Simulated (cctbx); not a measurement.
# LiPPdO4: as given, inverted or twinned?

Space group P6_3 (no. 173), a = 8.5540 Å, b = 8.5540 Å, c = 7.6310 Å, α = 90.00°, β = 90.00°, γ = 120.00°.

```csv
atom,mult.,x,y,z,Ueq (Å²)
Pd1,2,1/3,2/3,0.7010,0.0042
Pd2,2,1/3,2/3,0.2970,0.0025
Pd3,2,0,0,0.1375,0.0050
P1,6,0.3243,0.3669,0.0019,0.0077
O1,6,0.0704,0.2180,0.5045,0.0057
O2,6,0.2859,0.4243,0.1817,0.0089
O3,6,0.2547,0.4336,0.8489,0.0126
O4,6,0.4746,0.5822,0.4963,0.0063
Li1,6,0.3161,0.3304,0.4062,0.0090
```

This is a model crystal, built by substitution and not relaxed, with assumed displacement parameters.

Data sets are simulated with cctbx and refined with Bijvoet mates kept apart; Flack x is then fitted as the share of an inverted twin with the atoms fixed, Hooft y from the Bijvoet differences. The group has rotations alone, so the crystal has a hand.

Untwinned crystal. What Flack and Hooft values should come out?

| λ (Å) | extinction (unmodelled) | d min (Å) | top counts | error (%) | model | R1 | Flack x | s.u. | Hooft y | s.u. | pairs |
| --- | --- | --- | --- | --- | --- | --- | --- | --- | --- | --- | --- |
| 0.71073 | 0 | 0.77 | 40000 | 6 | as given | 0.0119 | -0.01 | 0.03 | 0.023 | 0.038 | 344 |
| 0.71073 | 0 | 0.77 | 40000 | 6 | inverted | 0.0149 | 0.98 | 0.04 | 0.984 | 0.038 | 344 |
| 1.54184 | 0 | 0.83 | 70000 | 6 | as given | 0.0109 | -0.006 | 0.011 | -0.010 | 0.013 | 271 |

With Mo Kα, x is within 3 s.u. of 0, so the hand is right. With Cu Kα, x is within 3 s.u. of 0, so the hand is right. Inverting the model turns x into about 1 − x.

A further crystal gives:

```
  λ (Å)  extinction (unmodelled)  d min (Å)  top counts  error (%)     model      R1  Flack x  s.u.  Hooft y   s.u.  pairs
0.71073                        0       0.65       40000          3  as given  0.0111     0.76  0.02    0.790  0.022    575
```

**Question.** What is it?

It was simulated as an inversion twin with a fraction 0.8 of the inverted domain. Flack x is over 3 s.u. from both 0 and 1 and reads that fraction.

[Logs are printed without paths, hosts, clocks, repeated set-up lines and the standing remarks that a program may print on its own settings, such as how far it seeks lower states.]
